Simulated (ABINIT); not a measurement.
# K2Pt (Fm-3m): G0W0 in ABINIT against the bands in the self-energy, part 2 of 2

Aim: move the bands in the self-energy of a G0W0 run on K2Pt (Fm-3m) over a wide range.

ABINIT 10.8.3; LDA and many-body steps on it, plane waves. Known limits of the many-body steps: not at the basis limit; no spin polarisation; d states lean on the start; no spin-orbit coupling; coarse k mesh.

So far. Step 2 (Screening, 2×2×2 mesh, 193 bands, screening to 176.9 eV): Local fields lower ε∞ by 33 %. On a Γ-centred mesh this coarse the value itself is usually too large, while a short band sum pulls it down.

## Step 5: 62 bands

Level of this step: G0W0 on LDA, plane waves, norm-conserving pseudopotentials (ABINIT).

The self-energy is evaluated for the states that the input lists, and the levels follow from it, in one-shot runs by the linearised quasiparticle equation.

File run.abi:

```
acell 3*1.0 Angstrom
rprim 
  -0.000000000000 3.781463140000 3.781463140000
  3.781463140000 -0.000000000000 3.781463140000
  3.781463140000 3.781463140000 -0.000000000000
ntypat 2
znucl 19 78
natom 3
typat 1 1 2
xred 
  0.750000000000 0.750000000000 0.750000000000
  0.250000000000 0.250000000000 0.250000000000
  0.000000000000 0.000000000000 0.000000000000
pp_dirpath "pseudos"
pseudos "K.upf, Pt.upf"
ecut 34
ngkpt 2 2 2
nshiftk 1
shiftk 0 0 0
kptopt 1
chksymbreak 0
istwfk *1
occopt 1
irdwfk 1
optdriver 4
nband 62
gwcalctyp 0
ecutsigx 34
symsigma 1
nkptgw 3
kptgw 
  0.5000000000 0.5000000000 0.0000000000
  0.5000000000 0.0000000000 0.0000000000
  0.0000000000 0.0000000000 0.0000000000
bdgw 
  16 20
  17 21
  16 21
ecuteps 6.5
irdscr 1
ppmodel 1
indata_prefix "in"
outdata_prefix "out"
tmpdata_prefix "tmp"
```

Run with:

```console
OMP_NUM_THREADS=1 mpirun -n 4 abinit run.abi > log
```

The program printed:

```text
.Version 10.8.3 of ABINIT. v10.8.2 released Aug 2026.

 Symmetries : space group Fm -3 m (#225); Bravais cF (face-center cubic)
[... echo of the input left out ...]
== DATASET  1 ==================================================================
-   mpi_nproc: 4, omp_nthreads: 1 (-1 if OMP is not activated)

--- !DatasetInfo
iteration_state: {dtset: 1, }
dimensions: {natom: 3, nkpt: 3, mband: 62, nsppol: 1, nspinor: 1, nspden: 1, mpw: 6934, }
cutoff_energies: {ecut:  34.0, pawecutdg:  -1.0, }
[...]
Minimum direct gap =   1.8069 [eV], located at k-point      :   0.5000  0.0000  0.0000
   Fundamental gap    =   1.6947 [eV], Top of valence bands at :   0.5000  0.5000  0.0000
                                       Bottom of conduction at :   0.5000  0.0000  0.0000

== END DATASET(S) ==============================================================
================================================================================

 -outvars: echo values of variables after computation  --------
           etotal      0.0000000000E+00
            nband          62
             nkpt           3
          spgroup         225
 [... the other variables as echoed above ...]

 Calculation completed.
```

Wall time 18 s (4 MPI ranks of Arm Neoverse V1, shared host); peak memory 1 GiB.

This step gave:

| Item | Value |
| --- | --- |
| G0W0 gap on the points computed | 1.695 eV |
| starting gap on the mesh | 1.306 eV |
| k of the valence top | 0.5, 0.5, 0 |
| k of the conduction bottom | 0.5, 0, 0 |
| least direct G0W0 gap on the computed points | 1.807 eV |

The gap on the mesh goes from 1.31 eV to 1.69 eV, a correction of +0.39 eV.

## Step 6: 120 bands

run.abi: that of step 5 with these lines changed.

```diff
@@ -25,3 +25,3 @@
 optdriver 4
-nband 62
+nband 120
 gwcalctyp 0
```

The program printed:

```text
.Version 10.8.3 of ABINIT. v10.8.2 released Aug 2026.

 Symmetries : space group Fm -3 m (#225); Bravais cF (face-center cubic)
[... echo of the input left out ...]
== DATASET  1 ==================================================================
-   mpi_nproc: 4, omp_nthreads: 1 (-1 if OMP is not activated)

--- !DatasetInfo
iteration_state: {dtset: 1, }
dimensions: {natom: 3, nkpt: 3, mband: 120, nsppol: 1, nspinor: 1, nspden: 1, mpw: 6934, }
cutoff_energies: {ecut:  34.0, pawecutdg:  -1.0, }
[...]
Minimum direct gap =   2.0830 [eV], located at k-point      :   0.5000  0.0000  0.0000
   Fundamental gap    =   1.9610 [eV], Top of valence bands at :   0.5000  0.5000  0.0000
                                       Bottom of conduction at :   0.5000  0.0000  0.0000

== END DATASET(S) ==============================================================
================================================================================

 -outvars: echo values of variables after computation  --------
           etotal      0.0000000000E+00
            nband         120
             nkpt           3
          spgroup         225
 [... the other variables as echoed above ...]

 Calculation completed.
```

It took 30 s on 4 MPI ranks; peak memory 1.2 GiB; 2 min of CPU time.

Numbers from this step:

* G0W0 gap on the points computed: 1.961 eV
* starting gap on the mesh: 1.306 eV
* k of the valence top: 0.5, 0.5, 0
* k of the conduction bottom: 0.5, 0, 0
* least direct G0W0 gap on the computed points: 2.083 eV

Against the run before, the gap moves by +0.266 eV.

## Step 7: 193 bands

run.abi: that of step 6 with these lines changed.

```diff
@@ -25,3 +25,3 @@
 optdriver 4
-nband 120
+nband 193
 gwcalctyp 0
```

The program printed:

```text
.Version 10.8.3 of ABINIT. v10.8.2 released Aug 2026.

 Symmetries : space group Fm -3 m (#225); Bravais cF (face-center cubic)
[... echo of the input left out ...]
== DATASET  1 ==================================================================
-   mpi_nproc: 4, omp_nthreads: 1 (-1 if OMP is not activated)

--- !DatasetInfo
iteration_state: {dtset: 1, }
dimensions: {natom: 3, nkpt: 3, mband: 193, nsppol: 1, nspinor: 1, nspden: 1, mpw: 6934, }
cutoff_energies: {ecut:  34.0, pawecutdg:  -1.0, }
[...]
Minimum direct gap =   2.2320 [eV], located at k-point      :   0.5000  0.0000  0.0000
   Fundamental gap    =   2.1193 [eV], Top of valence bands at :   0.5000  0.5000  0.0000
                                       Bottom of conduction at :   0.5000  0.0000  0.0000

== END DATASET(S) ==============================================================
================================================================================

 -outvars: echo values of variables after computation  --------
           etotal      0.0000000000E+00
            nband         193
             nkpt           3
          spgroup         225
 [... the other variables as echoed above ...]

 Calculation completed.
```

Elapsed: 46 s, on 4 MPI ranks; peak memory 1.4 GiB; 3.1 min of CPU time.

This step gave:

| Property | Result |
| --- | --- |
| G0W0 gap on the points computed | 2.119 eV |
| starting gap on the mesh | 1.306 eV |
| k of the valence top | 0.5, 0.5, 0 |
| k of the conduction bottom | 0.5, 0, 0 |
| least direct G0W0 gap on the computed points | 2.232 eV |

Against the run before, the gap moves by +0.158 eV.

## Step 8: Side by side

Times are wall times on 4 MPI ranks of Arm Neoverse V1, shared host, good to a factor of about two. A run's time includes the screening step that it read.

```csv
run,mesh,bands,screening cutoff (eV),DFT gap (eV),gap on the mesh (eV),direct (eV),ε∞ used,time
26 bands,2×2×2,26,176.9,1.306,1.837,1.880,8.99,37 s
33 bands,2×2×2,33,176.9,1.306,1.700,1.849,8.99,38 s
62 bands,2×2×2,62,176.9,1.306,1.695,1.807,8.99,45 s
120 bands,2×2×2,120,176.9,1.306,1.961,2.083,8.99,57 s
193 bands,2×2×2,193,176.9,1.306,2.119,2.232,8.99,73 s
```

## Step 9: Summary of results

| Item | Value |
| --- | --- |
| 26 bands | 1.837 eV |
| 33 bands | 1.700 eV |
| 62 bands | 1.695 eV |
| 120 bands | 1.961 eV |
| 193 bands | 2.119 eV |
| known limits | not at the basis limit; no spin polarisation; d states lean on the start; no spin-orbit coupling; coarse k mesh |

**Reading.** The setting moved: bands in the self-energy. From 26 bands to 193 bands the gap moves by +0.28 eV, not steadily: it passes through 1.69 eV. The last step still moves it by +0.158 eV. Bands and screening cutoff are coupled, so a series along one setting does not show full convergence. Bands and cutoff are finite, so the gap is not at the basis limit. The miss can reach some tenths of an eV and take either sign; the mesh is an error of its own. The 2×2×2 mesh is coarse for this cell, which bears on the long-range parts of exchange and screening. The runs have no spin polarisation. For a closed low-spin shell that is the natural state; where a d or f shell is open it is a constraint, and the gap is then not the crystal's own. With d states at the gap, one-shot GW leans hard on its start. The many-body steps are scalar-relativistic: spin-orbit coupling is not in them.

[Paths, hosts, dates, memory and timing lines, banners, echoed tables and standing remarks are left out of the program output.]

[Logs are printed without paths, hosts, clocks, repeated set-up lines and the standing remarks that a program may print on its own settings, such as how far it seeks lower states.]

[Runs of the session that timed out or met a known fault of the program may be left out.]

[Hosts, paths, dates, database ids (printed as entryN), source tags and the programs' standing remarks are cut or masked in the printed files.]

[G0W0 gaps are taken among the corrected bands and points alone; a level outside them can change the order at an edge.]

[Where Ansatz stands beside ABINIT at settings called matched, ABINIT's density can come from a denser mesh and the files from another edition; pairs whose starting gaps differed by over 0.03 eV were left out, so agreement reads better than it is.]
